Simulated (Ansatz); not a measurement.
# Settings and their price: graphene/h-BP/graphene sandwich (62 atoms)

The cell holds 62 atoms: 48 C, 7 B and 7 P. Cell: a = 8.507 Å, b = 8.507 Å, c = 20.910 Å, α = 90.0°, β = 90.0°, γ = 120.0°. It derives from C and BP. 12 cells of graphene (a = 2.46 Å, strained -0.17 %) and 7 cells of h-BP (a = 3.21 Å, +0.17 %) on one hexagonal cell, twist 10.89 deg; facing planes 3.49, 3.42 Å apart; 14 Å of vacuum; displaced by a Gaussian of 0.01 Å. Regions: layer 1, 24 atoms (24 C); layer 2, 14 atoms (7 B and 7 P); layer 3, 24 atoms (24 C). Vacuum lies along c.

Geometry: as built.

Reference run: Kohn-Sham DFT, PBE+D4, PAW (set soft_2), plane waves (Ansatz 0.2.0), cutoff 420 eV, k-mesh 6×6×1, fermi-dirac smearing of 0.05 eV.

```
r.m.s. force component : 0.4974 eV/Å
SCF cycles             : 9
time                   : 8.2 s on 1 × NVIDIA H100 80GB HBM3 with 5 threads of AMD EPYC 7R13 (Zen 3), shared host
```

**Question.** The cell is repeated and solved at Γ. How do error, time and memory go?
- plane waves, 62 atoms (1×1×1)
- support functions, 62 atoms (1×1×1)
- plane waves, 248 atoms (2×2×1)
- support functions, 248 atoms (2×2×1)
- plane waves, 558 atoms (3×3×1)
- support functions, 558 atoms (3×3×1)
- support functions, 992 atoms (4×4×1)
- support functions, 2232 atoms (6×6×1)
- support functions, 3968 atoms (8×8×1)

Differences are against the typed cell on a 6×6×1 mesh, which samples like Γ on 2232 atoms (r.m.s. force component 0.497 eV/Å). Every repeated cell is solved at Γ, and forces are averaged over the copies of each atom. Hardware: 1 × NVIDIA H100 80GB HBM3 with 5 threads of AMD EPYC 7R13 (Zen 3), shared host.

```tsv
atoms	repeats	basis	Δ force, r.m.s. (meV/Å)	Δ energy (meV/atom)	less plane waves of the same size (meV/atom)	spread among copies (meV/Å)	SCF cycles	time	host memory (GiB)	planned on the GPU (GiB)
62	1×1×1	plane waves	364	136	-	-	18	2.6 s	1.2	3.2
62	1×1×1	support functions	364	133	-3.0	-	16	4.7 s	1.1	3
248	2×2×1	plane waves	87.4	18.3	-	0	12	5.2 s	1.7	12
248	2×2×1	support functions	87.6	15.2	-3.1	0.068	14	8.3 s	1.8	7.8
558	3×3×1	plane waves	31.6	4.10	-	0	10	14 s	2.8	46
558	3×3×1	support functions	31.7	0.936	-3.2	0.068	17	17 s	2.9	14
992	4×4×1	support functions	12.6	-2.15	-	0.082	18	26 s	4.6	22
2232	6×6×1	support functions	0.4	-3.16	-	0.061	20	83 s	9.3	52
3968	8×8×1	support functions	3.87	-3.45	-	0.076	22	3.4 min	16	68
```

Repeating the cell at Γ samples more k-points: in plane waves the energy difference from the dense mesh goes from 136 meV/atom at 62 atoms to 4.10 at 558, and the force difference from 364 to 32 meV/Å. With plane waves, the time grows as the 1.2 power of the atom count between the two largest sizes, 248 and 558 atoms. The smaller run is short enough for fixed overheads to flatten this slope. With support functions, the time grows as the 1.6 power of the atom count between the two largest sizes, 2232 and 3968 atoms. At equal size the support functions lie 3.0 to 3.2 meV/atom below plane waves, likely because their grid holds more waves than 420 eV; no run tests this. Support functions take 1.8 times the time of plane waves at 62 atoms and 1.3 times at 558, so no crossover is reached among the sizes that both ran. Each time is a single run, so ratios and crossover are rough. The bases also began from different starting densities. At the largest size the support functions' forces differ from the reference by 0.78 % of the r.m.s. force, which holds the difference of sampling between the two as well as that of the basis.

[Logs are printed without paths, hosts, clocks, repeated set-up lines and the standing remarks that a program may print on its own settings, such as how far it seeks lower states.]

[Hosts, paths, dates, database ids (printed as entryN), source tags and the programs' standing remarks are cut or masked in the printed files.]
